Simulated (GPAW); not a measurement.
Consider Al2Ru (I4/mmm).

```cif
data_structure
_symmetry_space_group_name_H-M 'P 1'
_symmetry_Int_Tables_number 1
_cell_length_a 4.7638
_cell_length_b 4.7638
_cell_length_c 4.7638
_cell_angle_alpha 141.758
_cell_angle_beta 141.758
_cell_angle_gamma 55.193
_cell_volume 41.12
loop_
_atom_site_label
_atom_site_type_symbol
_atom_site_fract_x
_atom_site_fract_y
_atom_site_fract_z
_atom_site_occupancy
Ru1 Ru 0.00000 0.00000 0.00000 1
Al2 Al 0.34080 0.34080 0.00000 1
Al3 Al 0.65920 0.65920 0.00000 1
```

Absorber: atom 2, with 4 Ru at 2.58 Å, 5 Al at 2.69 Å, 1 Ru at 2.88 Å and 4 Al at 3.12 Å (14-fold, site symmetry 4mm). Method: GPAW, LDA, excited-electron core hole (neutral cell), 15-atom cell with 6.5 Å between holes, 4×4×4 k points, dipole transitions, Gaussian full width 0.9 eV up to 4 eV, rising linearly to 3.5 eV at 25 eV.

**Question.** Predict the near-edge structure at the Al K edge.

Main maxima up to 24 eV above the zero (height): 2.8 eV (1.37), 5.1 eV (1.40) and 8.4 eV (1.56). A K edge sees empty p states on the absorber. The total-energy difference is 1563.37 eV. One term is added: -13.88 eV, since the hole is spin-paired here and a spin-polarised one costs that much less in the free atom (computed apart). The photon energy is then 1549.49 eV. The tabulated edge of the element is 1559 eV. The functional leaves an error in such absolute values: in the free atom LDA prices this hole 7.2 eV below PBE (computed apart), and PBE is itself good to a few eV.

The Al K spectrum (energy from the lowest empty level; intensity scaled to a mean of 1 over the first 20 eV; polarised curves are means over the symmetry-equivalent atoms):

```csv
E (eV),isotropic,ε ⊥ c,ε ∥ c
-2.0,0.00,0.00,0.00
-1.5,0.00,0.00,0.00
-1.0,0.00,0.00,0.00
-0.5,0.05,0.07,0.01
0.0,0.26,0.35,0.10
0.5,0.46,0.57,0.23
1.0,0.54,0.62,0.39
1.5,0.63,0.66,0.56
2.0,0.88,0.99,0.66
2.5,1.28,1.48,0.86
3.0,1.34,1.46,1.09
3.5,1.20,1.18,1.23
4.0,1.17,1.08,1.36
4.5,1.29,1.21,1.44
5.0,1.39,1.36,1.47
5.5,1.33,1.30,1.40
6.0,1.16,1.08,1.31
6.5,1.06,1.01,1.15
7.0,1.03,1.02,1.06
7.5,1.18,1.14,1.28
8.0,1.46,1.33,1.72
8.5,1.56,1.38,1.91
9.0,1.41,1.28,1.65
9.5,1.21,1.19,1.26
10.0,1.11,1.17,0.97
10.5,1.08,1.19,0.86
11.0,1.08,1.19,0.86
11.5,1.07,1.16,0.89
12.0,1.03,1.09,0.90
12.5,0.98,1.02,0.90
13.0,0.93,0.95,0.88
13.5,0.90,0.91,0.88
14.0,0.90,0.90,0.89
14.5,0.90,0.91,0.89
15.0,0.89,0.90,0.88
15.5,0.87,0.87,0.85
16.0,0.83,0.83,0.83
16.5,0.79,0.77,0.85
17.0,0.77,0.71,0.88
17.5,0.76,0.67,0.94
18.0,0.76,0.65,0.98
18.5,0.75,0.64,0.99
19.0,0.74,0.63,0.94
19.5,0.71,0.63,0.87
20.0,0.68,0.62,0.80
20.5,0.66,0.61,0.76
21.0,0.66,0.61,0.76
21.5,0.66,0.61,0.77
22.0,0.67,0.62,0.78
22.5,0.68,0.64,0.77
23.0,0.70,0.67,0.75
23.5,0.71,0.70,0.71
24.0,0.72,0.74,0.67
24.5,0.73,0.78,0.61
25.0,0.73,0.81,0.57
25.5,0.72,0.82,0.53
26.0,0.72,0.82,0.50
26.5,0.71,0.81,0.49
27.0,0.70,0.80,0.49
27.5,0.69,0.78,0.50
28.0,0.68,0.76,0.52
28.5,0.68,0.75,0.54
29.0,0.69,0.74,0.57
29.5,0.70,0.74,0.61
30.0,0.72,0.76,0.65
30.5,0.76,0.78,0.70
31.0,0.80,0.82,0.75
31.5,0.84,0.86,0.80
32.0,0.88,0.90,0.85
```

The mesh is coarse (0.32 Å⁻¹ between points), so small maxima may be mesh ripples. Lifetime broadening is put in by hand, and intensities beyond about 20 eV depend on it and on the partial waves; weight that the partial waves miss at high energy is lost. The structure is a computed Materials Project entry and may be a hypothetical form.

[Banner, clock and machine lines of the logs are left out without a mark of their own.]

[Logs are printed without paths, hosts, clocks, repeated set-up lines and the standing remarks that a program may print on its own settings, such as how far it seeks lower states.]

[Hosts, paths, dates, database ids (printed as entryN), source tags and the programs' standing remarks are cut or masked in the printed files.]

[Lists of maxima count a maximum above −3 eV only where it reaches 4 % of the highest in the window and stands out from its surroundings by 2 % of it (1.5 % where it reaches 55 %); shoulders and weaker maxima are passed over, and of the rest the first, up to two pre-edge ones and the few strongest are named.]
